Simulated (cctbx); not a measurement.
# Lattice, Laue class and space group of a new crystal

Cell: a = 9.8630 Å, b = 9.0370 Å, c = 5.2230 Å, α = 90.00°, β = 108.28°, γ = 90.00°. Expected content of the cell: Ru4 Ca4 Si8 O24.

Simulated single-crystal data (cctbx): Mo Kα, λ = 0.71073 Å, to d = 0.84 Å, 95 % of the full sphere, strongest reflection 5000 counts, noise from counting, a 2 % proportional error and a noise floor of 4 counts (s.d.); no absorption.

Tests on the unmerged data give:

```text
2988 reflections to d = 0.841 A
centring   violations  <I/sigma> of those
    A        491 of  1498      5.8
    B        491 of  1478      5.9
    C          0 of  1512      0.0
    I        486 of  1501      6.0
    R        640 of  1997      5.8
    F        491 of  2244      3.9
Laue class    unique    Rint  (classes that these axes allow; Friedel mates merged)
C 1 2/m 1         418   0.031
space group    extra absences  I>4sigma  <I/sigma>
C 1 2 1                 0          0         -  acentric
C 1 m 1                 0          0         -  acentric
C 1 c 1                51          0       0.1  acentric
C 1 n 1                51          0       0.1  acentric
C 1 2/m 1               0          0         -  centric
C 1 2/c 1              51          0       0.1  centric
C 1 2/n 1              51          0       0.1  centric
Wilson B = 0.21 A^2   <|E^2-1|> = 1.012 (0.968 centric, 0.736 acentric)   E^2>4: 3.1 %
shell (A)         n   <I/sigma>
 6.50 - 1.68     54     24.0
 1.68 - 1.33     53     26.0
 1.33 - 1.17     58     18.1
 1.17 - 1.06     45     19.9
 1.06 - 0.98     56     16.2
 0.98 - 0.93     48     22.7
 0.93 - 0.88     52     17.3
 0.88 - 0.84     52     15.9
```

**Question.** What are the lattice type, the Laue class and the likely space group?

The reflections that C centring forbids are absent (⟨I/σ⟩ near 0), so the lattice is C.

Only C 1 2/m 1 fits these axes (Rint 0.031); a search for a hidden higher lattice was not made.

7 settings pass the absence test. The most absences obeyed, 51, belong to C 1 c 1, C 1 n 1, C 1 2/c 1 and C 1 2/n 1, which absences can't tell apart.

⟨|E²−1|⟩ = 1.012 leans to a centrosymmetric structure. The Wilson B of 0.21 Å² means U ≈ 0.0027 Å².

The true group is C2/c (no. 15), Laue class 2/m, centrosymmetric. The tables only narrow the choice to the tied entries; cell content, site symmetry and trial solutions must settle it.

This is a model crystal, built by substitution and not relaxed, with assumed displacement parameters.

[Logs are printed without paths, hosts, clocks, repeated set-up lines and the standing remarks that a program may print on its own settings, such as how far it seeks lower states.]
